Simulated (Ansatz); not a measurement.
# Reading EPR parameters

A crystal has the composition RbMBr3, where M is a 3d element. A calculation (PBE+U, spin-orbit coupling in second variation, Ansatz) gives:

| Property | Result |
| --- | --- |
| S | 5/2 |
| g, averaged over the cell's ions | ⊥ 2.0046, ∥ 2.0049 |
| D, with anisotropic exchange | +0.158 cm⁻¹ (+4.73 GHz) |
| moment in its sphere | 4.53 μB |

Q: Name the magnetic ion and its oxidation state.

The crystal is RbMnBr3, space group P6_3/mmc. The spin sits on Mn, with 6 Br at 2.68 Å round it. With the usual charges of the other elements M must be +2. The high-spin ion of that charge with S = 5/2 in this row is Mn²⁺ high-spin d⁵. Low-spin ions are left aside. The shift from the free-electron value is small, as for a half-filled shell without orbital momentum.

[Hosts, paths, dates, database ids (printed as entryN), source tags and the programs' standing remarks are cut or masked in the printed files.]
